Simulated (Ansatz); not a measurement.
# Is TiNiB in the AlB2 type a stable metal?, part 3 of 3

Question: is the lattice of TiNiB in the AlB2 type stable, and if so, what are its coupling constant and resistivity?

Ansatz 0.2.0; DFT PBEsol, scalar-relativistic, plane waves, PAW; PAW set soft_1.

So far, lowest on path (cm⁻¹): step 5 (phonons by linear response: q 2×2×2, k 6×6×6) -287; step 6 (k-mesh 9×9×8, q mesh 3×3×2) -398. The relaxed cell has a = 3.570, c = 2.877 Å (conventional setting).

The structure was built from a prototype and need not be the compound's stable phase.

### 7. Phonons: Fermi–Dirac smearing of 0.3 eV

The phonons are repeated on the same meshes with a wide Fermi–Dirac smearing, to see whether the soft mode comes from sharp features of the Fermi surface.

File input.yaml:

```yaml
crystal:
  lattice:
    - [3.5697182715, -3.0361e-06, 0.0]
    - [-1.7848565064, 3.0914682256, 0.0]
    - [0.0, 0.0, 2.8769751245]
  atoms:
    - { symbol: Ti, position: [0.0, 0.0, 0.0] }
    - { symbol: B, position: [0.3333333333, 0.6666666667, 0.5] }
    - { symbol: Ni, position: [0.6666666667, 0.3333333333, 0.5] }
kpoints:
  mp_grid: { grid: [9, 9, 8] }
hamiltonian:
  xc: pbesol
  pseudopotentials: { kind: paw, azcp: { folder: soft_1 }, xc_functional: pbe }
scf:
  occupations: { method: fermi_dirac, width: 0.3 }
output:
  eigenvalues: true
phonons:
  method: dfpt
  qmesh: [3, 3, 2]
  temperatures: { t_max: 1000, t_step: 50 }
  qpath:
    path:
      - [[0.0, 0.0, 0.0], [0.5, 0.0, 0.0], [0.33333333, 0.33333333, 0.0], [0.0, 0.0, 0.0], [0.0, 0.0, 0.5], [0.5, 0.0, 0.5], [0.33333333, 0.33333333, 0.5], [0.0, 0.0, 0.5]]
      - [[0.5, 0.0, 0.5], [0.5, 0.0, 0.0]]
      - [[0.33333333, 0.33333333, 0.5], [0.33333333, 0.33333333, 0.0]]
    npoints: 10
```

Run with:

```bash
$ ansatz run input.yaml --threads 4 --pin off --max-ram 12288MiB --backend cpu --events-out ev --progress --plain --runs-dir out
```

Numbers of over 12 decimals in the logs are rounded to 6 here.

The program printed:

```text
band count auto-derived: 23 (N_el = 33.0; filled up to band 17; 21 by the electrons, moments and atoms)
[...]
Crystal: 3 atoms, lattice volume = 31.749 Å³
Basis set: ecut = 420 eV, 627 PW (Γ), exchange–correlation on 48×48×40 points (8 copies of the dense FFT grid, shifted against one another)
Bands: 23, of which v1, the nominal top of the filled ones, is band 17 counted from 1 (16 counted from 0)
Symmetry: 12 space group operations
k-points: 60 of 648 (time reversal used)
[...]
SCF iter   1: F=—  HF=-8433.992712 eV  |F-HF|=—  |Δ(HF+E_count)|=         —  Δρ=1.05e-1  dr2=2.90e0  ethr=3.10e-3  ⟨swp⟩=4.1  Hψ=4880  notcnv=0
[...]
SCF iter  10: F=-8433.314119 eV  HF=-8433.314119 eV  |F-HF|=3.64e-12  |Δ(HF+E_count)|=  1.82e-11  Δρ=6.05e-8  dr2=5.36e-13  ethr=1.00e-12  ⟨swp⟩=5.0  Hψ=5818  notcnv=0
SCF 1 converged in 10 iterations: F = -8433.314119 eV  dr2 = 5.36e-13
[...]
SCF converged after 10 iterations
Free energy (F): -8433.314119 eV
[...]
Internal energy: -8432.701161 eV  (E = F + TS)
E sigma→0 (E₀):  -8433.007640 eV
Entropy (-TS):   -0.612958 eV (-204.319 meV/atom)
Fermi energy:    15.726472 eV
[...]
--- Band table (eV; the first three rows and the last of 60) ---
  k-point 0: bands = [... 13 lower, 13.5651, 15.1205, 15.1205, 15.6866, 18.1907, 18.1907, 19.1634, 21.5668, ... 2 higher]
  k-point 1: bands = [... 13 lower, 13.4191, 15.3409, 15.3409, 15.7921, 17.9608, 17.9608, 18.5524, 21.5632, ... 2 higher]
  k-point 2: bands = [... 13 lower, 13.0483, 15.4777, 15.9496, 15.9496, 17.6016, 17.6016, 18.2708, 21.1125, ... 2 higher]
  k-point 59: bands = [... 13 lower, 13.5547, 14.2410, 14.6071, 14.7420, 15.1617, 18.7115, 19.8379, 19.9568, ... 2 higher]
[...]
ASR residual: 4.026e-3 → 0.000e0 eV/Å²; symmetrization residual: 5.407e-7 eV/Å²
  ASR residual per site (eV/Å²): 4.03e-3 1.10e-4 1.41e-4
  Γ frequencies (cm⁻¹): 0.00 0.00 0.00 240.86 272.70 272.70 365.65 536.48 536.48
--- Phonons (arbitrary-q DFPT): 6 irreducible q on the 3×3×2 mesh ---
[...]
interpolated dispersion: 93 rows × 9 modes
[...]
```

Wall time 3.1 min (4 threads of Arm Neoverse V2, shared host); peak memory 1.2 GiB; 12 min of CPU time.

This step gave:

* share of imaginary modes in the plain interpolation between solved wavevectors: 0.0411
* highest frequency, solved or plainly interpolated: 579 cm⁻¹

Solved on the 3×3×2 mesh alone; all other wavevectors are interpolated. The phonon branches at the labelled points (cm⁻¹):

| point | branch 1 | branch 2 | branch 3 | branch 4 | branch 5 | branch 6 | branch 7 | branch 8 | branch 9 |
| --- | --- | --- | --- | --- | --- | --- | --- | --- | --- |
| Γ | 0 | 0 | 0 | 241 | 273 | 273 | 366 | 536 | 536 |
| halfway | 104 | 108 | 178 | 224 | 254 | 259 | 348 | 538 | 549 |
| M | 155 | 175 | 184 | 193 | 239 | 281 | 328 | 546 | 564 |
| halfway | 129 | 177 | 193 | 205 | 231 | 290 | 326 | 541 | 572 |
| K | 113 | 180 | 192 | 215 | 225 | 298 | 324 | 540 | 579 |
| halfway | 109 | 122 | 199 | 220 | 239 | 266 | 344 | 537 | 555 |
| Γ | 0 | 0 | 0 | 241 | 273 | 273 | 366 | 536 | 536 |
| halfway | 118 | 118 | 119 | 234 | 258 | 258 | 299 | 528 | 528 |
| A | -89 | 163 | 199 | 199 | 216 | 216 | 326 | 519 | 519 |
| halfway | -82 | 82 | 203 | 213 | 223 | 254 | 328 | 528 | 539 |
| L | -126 | 104 | 207 | 218 | 247 | 264 | 324 | 537 | 559 |
| halfway | -113 | 86 | 205 | 220 | 257 | 267 | 322 | 535 | 564 |
| H | -96 | 60 | 204 | 223 | 267 | 271 | 319 | 534 | 568 |
| halfway | -87 | 75 | 203 | 213 | 230 | 258 | 327 | 529 | 545 |
| A | -89 | 163 | 199 | 199 | 216 | 216 | 326 | 519 | 519 |
| jump to L | -126 | 104 | 207 | 218 | 247 | 264 | 324 | 537 | 559 |
| halfway | 48 | 175 | 220 | 230 | 235 | 268 | 291 | 541 | 561 |
| M | 155 | 175 | 184 | 193 | 239 | 281 | 328 | 546 | 564 |
| jump to H | -96 | 60 | 204 | 223 | 267 | 271 | 319 | 534 | 568 |
| halfway | 88 | 153 | 203 | 242 | 256 | 268 | 289 | 537 | 573 |
| K | 113 | 180 | 192 | 215 | 225 | 298 | 324 | 540 | 579 |

The phonon branches as a text plot (rows in cm⁻¹):

```
    564 |    **********               *********    **************
    535 |***********************   ******************************
    506 |                       ***               *
    476 |
    447 |
    417 |
    388 |
    359 |****          *****
    329 |    **********     *   *********************    **     *
    300 |        ****        ***                     ****  * ****
    271 |********    *********       ***********   ************
    241 |*********    **********   *******    **** *******   ****
    212 |   ***  ******       * ********************* *** *******
    182 |   *********  *       **                    *** *      *
    153 |  * ****    **       *****               *     **  ****
    124 |    *   ****** *     *    *             * **         ***
     94 | ***          *    ** *    ******      *      *   * *
     65 |               *   *             ******          *
     35 |**              * *                          *     *
      6 |                 *
    -23 |
    -53 |
    -82 |                       *****          ****  *    **
   -111 |                            **********    **
         Γ     M   K      Γ      A     L   H      A|L    M|H    K
```

Lowest modes at the softest wavevector of the mesh. Modes at q = (-0.333, 0.000, 0.500), with each element's share of the kinetic energy (negative means imaginary):

| mode | frequency (cm⁻¹) | Ti % | B % | Ni % |
| --- | --- | --- | --- | --- |
| 1 | -106.3 | 30 | 6 | 65 |
| 2 | 88.6 | 3 | 86 | 10 |
| 3 | 205.3 | 0 | 7 | 93 |
| 4 | 214.3 | 100 | 0 | 0 |
| 5 | 234.6 | 12 | 3 | 85 |
| 6 | 260.4 | 67 | 8 | 25 |

Displacements in mode 1 (-106.3 cm⁻¹), the largest set to 1, in the home cell (x, y, z of the real part, then of the imaginary part):
```
Ti1  0.63  0.36  0.00 -0.17 -0.10  0.00
B2   0.00  0.00  0.65  0.00  0.00 -0.19
Ni3  0.00  0.00  0.96  0.00  0.00  0.28
```

Displacements in mode 5 (234.6 cm⁻¹), the largest set to 1, in the home cell (x, y, z of the real part, then of the imaginary part):
```
Ti1  0.00  0.00  0.46  0.00  0.00 -0.13
B2   0.04  0.02  0.00  0.45  0.26  0.00
Ni3  1.00  0.58  0.00  0.03  0.02  0.00
```

Among the solved wavevectors the lowest mode, translations apart, is -106 cm⁻¹, imaginary.

For the lowest on path, step 6 gave -398 cm⁻¹; this run, with occupations Fermi-Dirac and smearing width 0.3 eV, gives -126 cm⁻¹.

### 8. Outcome

* phonon run of the rows without a label of their own: PBEsol, q 3×3×2, k 9×9×8
* softest mode on the q mesh: -398 cm⁻¹ at q = (0, 0, 0.5)
* highest frequency, solved or plainly interpolated: 589 cm⁻¹

The lattice is dynamically unstable at this level: a mode at q = (0, 0, 0.5) is imaginary, 398i cm⁻¹, so no harmonic coupling constant or resistivity is defined for this structure. These meshes are coarse, and single modes of a metal can move by tens of cm⁻¹ with the k mesh. The phonon runs are not spin-polarised. The PAW files were made for PBE; under other functionals the run regenerates their frozen core. The structure was built by hand as an ordered model, and its stability against other phases was not tested.

[Logs are printed without paths, hosts, clocks, repeated set-up lines and the standing remarks that a program may print on its own settings, such as how far it seeks lower states.]

[Hosts, paths, dates, database ids (printed as entryN), source tags and the programs' standing remarks are cut or masked in the printed files.]
